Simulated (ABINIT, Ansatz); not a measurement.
## A GW chain in ABINIT: Sr2FeH6 (Fm-3m)

Aim: the G0W0 gap of Sr2FeH6 (Fm-3m) on LDA, step by step.

Method: LDA and many-body steps on it, plane waves, in ABINIT 10.8.3.

Report form: the programs' logs are mostly left out.

## Step 1: The structure

It takes space group Fm-3m (No. 225, cubic). Conventional cell: a = 7.415 Å, b = 7.415 Å, c = 7.415 Å, α = 90.00°, β = 90.00°, γ = 90.00°. Nearest to Sr lie 12 H at 2.63 Å. Nearest to Fe lie 6 H at 1.61 Å. Nearest to H lie 1 Fe at 1.61 Å and 4 H at 2.28 Å and 4 Sr at 2.63 Å. Farther neighbours are not listed.

The cell and positions are those that the Materials Project relaxed with its own functionals (PBE, PBE+U or r2SCAN), kept fixed.

## Step 2: Ground state

This step: ABINIT 10.8.3; DFT, LDA, plane waves, norm-conserving pseudopotentials.

The ground-state density comes first.

File run.abi:

```
acell 3*1.0 Angstrom
rprim 
  -0.000000000000 3.707652250000 3.707652250000
  3.707652250000 -0.000000000000 3.707652250000
  3.707652250000 3.707652250000 -0.000000000000
ntypat 3
znucl 38 26 1
natom 9
typat 1 1 2 3 3 3 3 3 3
xred 
  0.750000000000 0.750000000000 0.750000000000
  0.250000000000 0.250000000000 0.250000000000
  0.000000000000 0.000000000000 0.000000000000
  0.782457990000 0.782457990000 0.217542010000
  0.217542010000 0.782457990000 0.217542010000
  0.782457990000 0.217542010000 0.217542010000
  0.217542010000 0.217542010000 0.782457990000
  0.782457990000 0.217542010000 0.782457990000
  0.217542010000 0.782457990000 0.782457990000
pp_dirpath "pseudos"
pseudos "Sr.upf, Fe.upf, H.upf"
ecut 39
ngkpt 6 6 6
nshiftk 1
shiftk 0 0 0
kptopt 1
chksymbreak 0
nband 29
occopt 1
tolvrs 1e-10
nstep 60
prtwf 0
optforces 0
optstress 0
indata_prefix "in"
outdata_prefix "out"
tmpdata_prefix "tmp"
```

Run with:

```console
OMP_NUM_THREADS=1 mpirun -n 4 abinit run.abi > log
```

The job ended after 51 s (4 MPI ranks of Arm Neoverse V2, shared host; peak memory 0.49 GiB; 3.4 min of CPU time).

This step gave:

- total energy: -5372.1419 eV
- gap: 1.014 eV
- k of the valence top: 0, 0, 0
- k of the conduction bottom: 0.5, 0.5, 0
- least direct gap: 1.079 eV

The gap is indirect, with the least direct gap 0.07 eV higher.

## Step 3: Empty states on the mesh, 2×2×2 mesh, 76 bands

The sums over transitions need many empty states on a uniform mesh; this step solves for them.

run.abi: that of step 2 with these lines changed.

```diff
@@ -22,3 +22,3 @@
 ecut 39
-ngkpt 6 6 6
+ngkpt 2 2 2
 nshiftk 1
@@ -27,9 +27,10 @@
 chksymbreak 0
-nband 29
-occopt 1
-tolvrs 1e-10
+iscf -2
+irdden 1
+istwfk *1
+nband 76
+nbdbuf 6
+tolwfr 1e-09
 nstep 60
-prtwf 0
-optforces 0
-optstress 0
+prtvol 0
 indata_prefix "in"
```

Run time: 17 s. Hardware: 4 MPI ranks; peak memory 0.36 GiB; 67 s of CPU time.

Numbers from this step:

- gap: 1.014 eV
- k of the valence top: 0, 0, 0
- k of the conduction bottom: 0.5, 0.5, 0
- least direct gap: 1.079 eV
- k points computed: 3
- lowest point of the top converged band, above the valence top: 26.20 eV

On this mesh the gap is 1.014 eV.

## Step 4: Screening, 2×2×2 mesh, 70 bands, screening to 98 eV

The RPA dielectric matrix is built and inverted for each q.

This step: RPA screening on LDA, plane waves, norm-conserving pseudopotentials.

run.abi: that of step 3 with these lines changed.

```diff
@@ -27,10 +27,11 @@
 chksymbreak 0
-iscf -2
-irdden 1
 istwfk *1
-nband 76
-nbdbuf 6
-tolwfr 1e-09
-nstep 60
-prtvol 0
+occopt 1
+irdwfk 1
+optdriver 3
+nband 70
+ecuteps 3.6
+inclvkb 2
+awtr 1
+symchi 1
 indata_prefix "in"
```

Run time: 9.2 s. Hardware: 4 MPI ranks; peak memory 1.1 GiB.

This step gave:

- ε∞ with local fields, on this mesh, along the program's q direction: 4.659
- the same without local fields: 5.520
- plasma frequency: 23.84 eV
- plane waves in the screening matrix: 229

Local fields lower ε∞ by 16 %. On a Γ-centred mesh this coarse the value itself is usually too large, while a short band sum pulls it down.

## Step 5: Self-energy, 2×2×2 mesh, 70 bands, screening to 98 eV

The self-energy is evaluated for the states that the input lists, and the levels follow from it, in one-shot runs by the linearised quasiparticle equation.

This step: G0W0 on LDA, plane waves, norm-conserving pseudopotentials.

run.abi: that of step 4 with these lines changed.

```diff
@@ -30,8 +30,17 @@
 irdwfk 1
-optdriver 3
+optdriver 4
 nband 70
+gwcalctyp 0
+ecutsigx 39
+symsigma 1
+nkptgw 2
+kptgw 
+  0.0000000000 0.0000000000 0.0000000000
+  0.5000000000 0.5000000000 0.0000000000
+bdgw 
+  19 23
+  20 23
 ecuteps 3.6
-inclvkb 2
-awtr 1
-symchi 1
+irdscr 1
+ppmodel 1
 indata_prefix "in"
```

Elapsed: 4.9 s, on 4 MPI ranks; peak memory 1.1 GiB; 19 s of CPU time.

Numbers from this step:

```
G0W0 gap on the points computed              : 2.087 eV
starting gap on the mesh                     : 1.014 eV
k of the valence top                         : 0, 0, 0
k of the conduction bottom                   : 0.5, 0.5, 0
Z at the valence top                         : 0.707
Z at the conduction bottom                   : 0.772
least direct G0W0 gap on the computed points : 2.134 eV
```

The gap on the mesh goes from 1.01 eV to 2.09 eV, a correction of +1.07 eV.

Limits: finite bands, cutoff and mesh; no spin polarisation; d states lean on the start; no spin-orbit coupling; coarse k mesh. v1 is the top filled band, c1 the lowest empty one. Levels before and after the correction, in eV, zero at the valence-band top of each column:

```
           conduction bottom  valence top
Kohn-Sham               1.01         0.00
     G0W0               2.09         0.00
```

```
                       level  energy (eV)
Kohn-Sham            Γ v3-v1        0.000
Kohn-Sham            Γ c1-c2        2.293
Kohn-Sham  (0.5 0.5 0) v2-v1       -0.065
Kohn-Sham     (0.5 0.5 0) c1        1.014
Kohn-Sham     (0.5 0.5 0) c2        2.602
     G0W0            Γ v3-v1        0.000
     G0W0            Γ c1-c2        3.545
     G0W0  (0.5 0.5 0) v2-v1       -0.047
     G0W0     (0.5 0.5 0) c1        2.087
     G0W0     (0.5 0.5 0) c2        3.623
```

## Step 6: Where the time went

Times are wall times on 4 MPI ranks of Arm Neoverse V2, shared host, good to a factor of about two.

```
                    step   time  share  memory (GiB)
            ground state   51 s   62 %          0.49
empty states on the mesh   17 s   20 %          0.36
               screening  9.2 s   11 %           1.1
             self-energy  4.9 s    6 %           1.1
```

## Step 7: Summary of results

| Property | Result |
| --- | --- |
| LDA gap | 1.01 eV, indirect |
| G0W0 gap on the mesh | 2.09 eV |
| GW settings | 2×2×2 mesh, 70 bands, screening to 98 eV, Godby-Needs plasmon pole |
| known limits | not at the basis limit; no spin polarisation; d states lean on the start; no spin-orbit coupling; coarse k mesh |

**Reading.** G0W0 moves the gap on the mesh from 1.01 eV to 2.09 eV (+1.07 eV), with Z of 0.71 and 0.77 at the edges. Local fields lower the RPA ε∞ on this mesh from 5.52 to 4.66; a Γ-centred mesh this coarse tends to raise both, most where the direct gap is narrow, while a short band sum lowers them. Only 2 of the mesh's irreducible points were corrected, so a valley elsewhere could overtake. The dearest step here is «ground state». Bands and cutoff are finite, so the gap is not at the basis limit. The miss can reach some tenths of an eV and take either sign; the mesh is an error of its own. In the G0W0 run levels were corrected at 2 k points alone, so a gap called «on the mesh» is the least over those, and an edge elsewhere would be missed. The 2×2×2 mesh is coarse for this cell, which bears on the long-range parts of exchange and screening. The runs have no spin polarisation. For a closed low-spin shell that is the natural state; where a d or f shell is open it is a constraint, and the gap is then not the crystal's own. With d states at the gap, one-shot GW leans hard on its start. The many-body steps are scalar-relativistic: spin-orbit coupling is not in them.

[Paths, hosts, dates, memory and timing lines, banners, echoed tables and standing remarks are left out of the program output.]

[Logs are printed without paths, hosts, clocks, repeated set-up lines and the standing remarks that a program may print on its own settings, such as how far it seeks lower states.]

[Runs of the session that timed out or met a known fault of the program may be left out.]

[Hosts, paths, dates, database ids (printed as entryN), source tags and the programs' standing remarks are cut or masked in the printed files.]

[G0W0 gaps are taken among the corrected bands and points alone; a level outside them can change the order at an edge.]

[Where Ansatz stands beside ABINIT at settings called matched, ABINIT's density can come from a denser mesh and the files from another edition; pairs whose starting gaps differed by over 0.03 eV were left out, so agreement reads better than it is.]
